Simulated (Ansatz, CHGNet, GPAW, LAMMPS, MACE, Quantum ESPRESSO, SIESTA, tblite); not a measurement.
**Other levels on glassy 85GeO2-15Li2O (mol %) (78 atoms)**

Density of this cell: 3.71 g/cm³. The cell holds 78 atoms: 22 Ge, 8 Li and 48 O. Cell: a = 10.276 Å, b = 10.276 Å, c = 10.276 Å, α = 90.0°, β = 90.0°, γ = 90.0°. 78 atoms (22 Ge, 8 Li, 48 O) placed at random at 3.6 g/cm³, melted at 4000 K for 10 ps at fixed volume with the Morse and Coulomb pair potential with partial charges (Pedone, Malavasi, Menziani, Cormack and Segre, J. Phys. Chem. B 110, 11780 (2006)). Quenched from 4000 K to 300 K at 30 K/ps and fixed volume, held 10 ps at zero pressure.

Geometry: as built.

The reference, a calculation:

| Quantity | Value |
| --- | --- |
| method | Kohn-Sham DFT, PBE, SSSP efficiency 1.3.0 pseudopotentials, plane waves (Quantum ESPRESSO 7.5); sssp-pbe-1.3.0-efficiency, cutoffs 60/480 Ry, Γ point |
| r.m.s. force component | 1.166 eV/Å |
| longest force | 3.994 eV/Å |
| pressure | 7.34 GPa |
| gap (highest filled to lowest empty level) | 1.337 eV |
| time | 2.1 min on 4 MPI ranks of Arm Neoverse V2, shared host |
| CPU time | 8.2 min |

**Question.** The same geometry is run in other programs. How far does each lie from the reference, and what does it cost?
- QE PBE, gbrv-1.5, 40/200 Ry (Quantum ESPRESSO 7.5; 2 MPI ranks)
- SIESTA PBE, DZP, shift 0.01 Ry, mesh 150 Ry (SIESTA 5.4.2; 1 thread)
- GPAW PBE, LCAO dzp, h 0.18 Å, other mixer settings (GPAW 26.7.0; 2 MPI ranks)
- SIESTA PBE, DZP, shift 0.01 Ry, mesh 500 Ry (SIESTA 5.4.2; 2 MPI ranks)
- GPAW revPBE, LCAO dzp, h 0.18 Å (GPAW 26.7.0; 1 thread)
- SIESTA PBE, SZ, shift 0.01 Ry, mesh 500 Ry (SIESTA 5.4.2; 1 thread)
- GPAW PBE, LCAO dzp, h 0.18 Å (GPAW 26.7.0; 1 thread)
- MACE MP-0b2 small potential (MACE MP-0b2 small; 1 thread)
- MACE MPA-0 medium potential (MACE MPA-0 medium; 1 thread)
- tblite GFN1-xTB (tblite 0.8.0; 1 thread)

Differences are against the plane-wave reference, forces as r.m.s. over components; share is that over the reference's r.m.s. force, slope the least-squares factor from reference forces to these. Total energies of different programs have different zeros and aren't compared.

| run | Δ force, r.m.s. (meV/Å) | share (%) | slope | Δ pressure (GPa) | Δ gap (eV) | cores | CPU time | memory (GiB) |
| --- | --- | --- | --- | --- | --- | --- | --- | --- |
| reference | - | - | - | - | - | 4 | 8.2 min | 3.4 |
| QE PBE, gbrv-1.5, 40/200 Ry | 12.5 | 1.07 | 1.008 | 0.566 | 0.0243 | 2 | 4 min | 1.2 |
| SIESTA PBE, DZP, shift 0.01 Ry, mesh 150 Ry (coarse) | 405 | 34.8 | 1.264 | 7.58 | -0.369 | 1 | 67 s | 0.56 |
| GPAW PBE, LCAO dzp, h 0.18 Å, other mixer settings | 482 | 41.3 | 1.337 | - | -0.213 | 2 | 2.2 min | 1.4 |
| SIESTA PBE, DZP, shift 0.01 Ry, mesh 500 Ry | 404 | 34.7 | 1.264 | 7.42 | -0.368 | 2 | 5 min | 2.1 |
| GPAW revPBE, LCAO dzp, h 0.18 Å | 513 | 44.0 | 1.357 | - | -0.164 | 1 | 92 s | 1.3 |
| SIESTA PBE, SZ, shift 0.01 Ry, mesh 500 Ry (coarse) | 581 | 49.8 | 1.330 | 10.3 | - | 1 | 2.3 min | 0.9 |
| GPAW PBE, LCAO dzp, h 0.18 Å | 481 | 41.3 | 1.336 | - | -0.212 | 1 | 92 s | 1.3 |
| MACE MP-0b2 small potential | 124 | 10.7 | 0.941 | -0.0704 | - | 1 | 5.3 s | 0.66 |
| MACE MPA-0 medium potential | 112 | 9.56 | 0.938 | 0.265 | - | 1 | 7 s | 1 |
| tblite GFN1-xTB | 635 | 54.4 | 0.514 | -3.84 | - | 1 | 4.2 s | 0.11 |

Rows marked coarse were listed beforehand as settings not expected to be converged; some can still land near the reference.

Times of the machine-learned potentials are mostly Python's start and the loading of weights.

CPU time is summed over cores on a shared host, where runs went side by side, so it is rough. Symmetry, cutoffs, thresholds, outputs and thread counts weren't matched or tuned between programs; memory under MPI is the largest rank's times the ranks.

PBE on plane waves or a grid with other potentials, cutoffs or grids, coarse settings apart, differs from the reference by 1.1 % (QE PBE, gbrv-1.5, 40/200 Ry) of the r.m.s. force; this holds the reference's own error, so differences of a few per cent don't tell which side is nearer the exact PBE result. The PBE runs in local orbitals, coarse settings apart, differ by 35 % (SIESTA PBE, DZP, shift 0.01 Ry, mesh 500 Ry) to 41 % (GPAW PBE, LCAO dzp, h 0.18 Å, other mixer settings); basis, grid and potentials can all enter. Tight binding differs by 54 % (tblite GFN1-xTB); it is another model, with fitted parameters of its own, and the xTB methods hold dispersion. Machine-learned potentials differ by 9.6 % (MACE MPA-0 medium potential) to 11 % (MACE MP-0b2 small potential); they were trained on other programs' data. Periodic xTB results under one method name differ between programs and library versions. Machine-learned potentials mimic data converged in k, so the reference's own k-point error enters their differences. The network of bonds at the start is that of the classical potential that made the cell, and needn't be the one that DFT or experiment would give. The electronic-structure runs sample only Γ, in a cell whose shortest periodic width is 10 Å.

[Hosts, paths, dates, database ids (printed as entryN), source tags and the programs' standing remarks are cut or masked in the printed files.]
